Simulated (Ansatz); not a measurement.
# TiNb2 in the C11b ordering: lattice stability ahead of a resistivity run, part 2 of 2

The plan: relax TiNb2 in the C11b ordering, check its phonons, and, if the lattice is stable, compute its Eliashberg function and ρ(T).

Ansatz 0.2.0; DFT PBE, scalar-relativistic, plane waves, PAW.

So far. Step 3 (Relaxation): The largest force is now 0.0038 eV/Å and the largest stress component 0.020 GPa. Step 4 (Tight relaxation): The largest force is now 4.5e-5 eV/Å and the largest stress component 0.0045 GPa, small enough for phonons. The relaxed cell has a = 3.309, c = 9.748 Å (conventional setting).

The structure was built from a prototype and need not be the compound's stable phase.

## Step 5: Phonons: q 2×2×2, k 6×6×6 (continued)

Lowest modes at the softest wavevector of the mesh. The modes at q = (0.000, 0.000, 0.500) (shares of kinetic energy by element, %):

```
mode  frequency (cm⁻¹)  Ti %  Nb %
   1              36.9    48    52
   2              36.9    48    52
   3              63.8     0   100
   4              63.8     0   100
   5             117.5     0   100
   6             156.5    12    88
```

Displacements in mode 1 (36.9 cm⁻¹), the largest set to 1, in the home cell (x, y, z of the real part, then of the imaginary part):
```
Ti1  1.00  0.10  0.00  0.01 -0.11  0.00
Nb2 -0.53 -0.05  0.00 -0.01  0.06  0.00
Nb3  0.53  0.05  0.00  0.01 -0.06  0.00
```

Displacements in mode 6 (156.5 cm⁻¹), the largest set to 1, in the home cell:
```
Ti1  0.00  0.00  0.72
Nb2  0.00  0.00 -1.00
Nb3  0.00  0.00  1.00
```

Phonopy on the run's constants, 19x19x11 mesh, Gaussian sigma 2.0 cm⁻¹. Table of modes by wavenumber; read off at these points; values in 1/cm⁻¹/cell:

```
wavenumber (cm⁻¹)       Nb       Ti
            -20.0   2.4e-4   7.8e-5
            -10.0   5.3e-4   1.6e-4
              0.0   3.8e-4   1.2e-4
             10.0  0.00135   3.9e-4
             20.0  0.00317   9.0e-4
             30.0  0.00696  0.00238
             40.0   0.0114  0.00440
             50.0   0.0158  0.00564
             60.0   0.0130  0.00458
             70.0   0.0163  0.00489
             80.0   0.0175  0.00523
             90.0   0.0278   0.0130
            100.0   0.0378   0.0134
            110.0   0.0509   0.0172
            116.3   0.0643   0.0235
            120.0   0.0617   0.0215
            130.0   0.0920   0.0182
            140.0   0.0738   0.0133
            142.9   0.0785   0.0123
            150.0   0.0476  0.00923
            156.1   0.0485   0.0489
            160.0   0.0466   0.0451
            170.0   0.0248   0.0311
            180.0   0.0194   0.0294
            190.0   0.0153   0.0255
            200.0   0.0115   0.0196
            210.0  0.00608  0.00861
            220.0   3.1e-4   3.4e-4
            230.0        0        0
```

No LO-TO term; unit eigenvectors of the mass-weighted matrix. Modes at Γ, with each element's share of the kinetic energy:

```
mode  frequency (cm⁻¹)  symmetry  Ti %  Nb %
   1               0.0   unnamed    20    80
   2               0.0   unnamed    20    80
   3               0.0   unnamed    20    80
   4             157.4        Eg     0   100
   5             157.4        Eg     0   100
   6             192.3       A1g     0   100
   7             196.3        Eu    80    20
   8             196.3        Eu    80    20
   9             205.5       A2u    80    20
```

Displacements in mode 4 (157.4 cm⁻¹), the largest set to 1:
```
Ti1  0.00  0.00  0.00
Nb2 -1.00 -0.61  0.00
Nb3  1.00  0.61  0.00
```

Displacements in mode 9 (205.5 cm⁻¹), the largest set to 1:
```
Ti1  0.00  0.00  1.00
Nb2  0.00  0.00 -0.26
Nb3  0.00  0.00 -0.26
```

Among the solved wavevectors the lowest mode, translations apart, is 36.9 cm⁻¹, so these are real on this k mesh.

## Step 6: Coupling and resistivity: q 2×2×2, k 6×6×6, scattering 8×8×8

The cheapest meshes give a first estimate and the cost of a run.

Input file input.yaml:

```yaml
crystal:
  lattice:
    - [3.3093498458, 0.0, 1.6747e-06]
    - [0.0, 3.3093498458, 1.6747e-06]
    - [1.6546724565, 1.6546724565, 4.8738803789]
  atoms:
    - { symbol: Ti, position: [0.0, 0.0, 0.0] }
    - { symbol: Nb, position: [0.6713810184, 0.6713810184, 0.6572379633] }
    - { symbol: Nb, position: [0.3286189816, 0.3286189816, 0.3427620367] }
kpoints:
  mp_grid: { grid: [6, 6, 6] }
hamiltonian:
  xc: pbe
scf:
  occupations: { method: methfessel_paxton, width: 0.2 }
output:
  eigenvalues: true
phonons:
  method: dfpt
  qmesh: [2, 2, 2]
  temperatures: { t_max: 1000, t_step: 50 }
  qpath:
    path:
      - [[0.0, 0.0, 0.0], [0.5, 0.5, 0.5], [0.5, 0.5, 0.75], [0.5, 0.0, 0.5], [0.0, 0.0, 0.0], [0.0, 0.0, 0.5], [0.44237036, 0.0, 0.72118518]]
      - [[0.55762964, 0.0, 0.27881482], [0.0, 0.0, 0.0]]
      - [[0.5, 0.5, 0.5], [0.55762964, 0.44237036, 0.5]]
      - [[0.44237036, 0.44237036, 0.94237036], [0.0, 0.0, 0.5]]
    npoints: 10
  electrical_resistivity:
    mesh: [8, 8, 8]
    temperatures: [20.0, 50.0, 77.0, 100.0, 150.0, 200.0, 300.0, 400.0, 600.0, 800.0]
  electron_occupations: "off"
```

Command:

```bash
$ ansatz run input.yaml --threads 4 --pin off --max-ram 8192MiB --backend cpu --events-out ev --progress --plain --runs-dir out
```

Wall time 71 s (4 threads of Arm Neoverse V2, shared host); peak memory 0.82 GiB.

The run ended with an error.

The program's message: “electrical resistivity: the mode of lowest frequency at the wavevector [0.0000, 0.0000, 0.2500] is imaginary, -20.15 cm⁻¹ (written negative): every mode at the wavevectors of the force constants' own …”

The run stops because a mode is imaginary on the scattering mesh, where no scattering rate is defined; denser k meshes, other smearings and, between solved wavevectors, finer q meshes show whether the instability is real.

## Step 7: Coupling and resistivity: q 2×2×2, k 8×8×8, scattering 12×12×12

The next rung changes the k mesh of the density and its response; the scattering mesh, which samples the Fermi surface.

input.yaml, as its differences from that of step 6:

```diff
@@ -10,3 +10,3 @@
 kpoints:
-  mp_grid: { grid: [6, 6, 6] }
+  mp_grid: { grid: [8, 8, 8] }
 hamiltonian:
@@ -29,4 +29,3 @@
   electrical_resistivity:
-    mesh: [8, 8, 8]
+    mesh: [12, 12, 12]
     temperatures: [20.0, 50.0, 77.0, 100.0, 150.0, 200.0, 300.0, 400.0, 600.0, 800.0]
-  electron_occupations: "off"
```

Run time: 2.5 min. Hardware: 4 threads; peak memory 1.2 GiB.

The run ended with an error.

The program's message: “electrical resistivity: the mode of lowest frequency at the wavevector [0.0000, 0.0000, 0.3333] is imaginary, -19.71 cm⁻¹ (written negative): the force constants describe an unstable lattice; relax th …”

The run stops because a mode is imaginary on the scattering mesh, where no scattering rate is defined; denser k meshes, other smearings and, between solved wavevectors, finer q meshes show whether the instability is real.

## Step 8: Outcome

- lowest mode solved in a later run, q 2×2×2, k 8×8×8, scattering 12×12×12: 6.42i cm⁻¹
- phonon run of the rows without a label of their own: PBE, q 2×2×2, k 6×6×6
- softest mode on the q mesh: 36.9 cm⁻¹ at q = (0, 0, 0.5)
- highest frequency, solved or plainly interpolated: 218 cm⁻¹

No coupling constant or resistivity was obtained: the scattering run stopped at an imaginary mode. The phonon runs are not spin-polarised. The structure was built by hand as an ordered model, and its stability against other phases was not tested.

[Logs are printed without paths, hosts, clocks, repeated set-up lines and the standing remarks that a program may print on its own settings, such as how far it seeks lower states.]

[Hosts, paths, dates, database ids (printed as entryN), source tags and the programs' standing remarks are cut or masked in the printed files.]
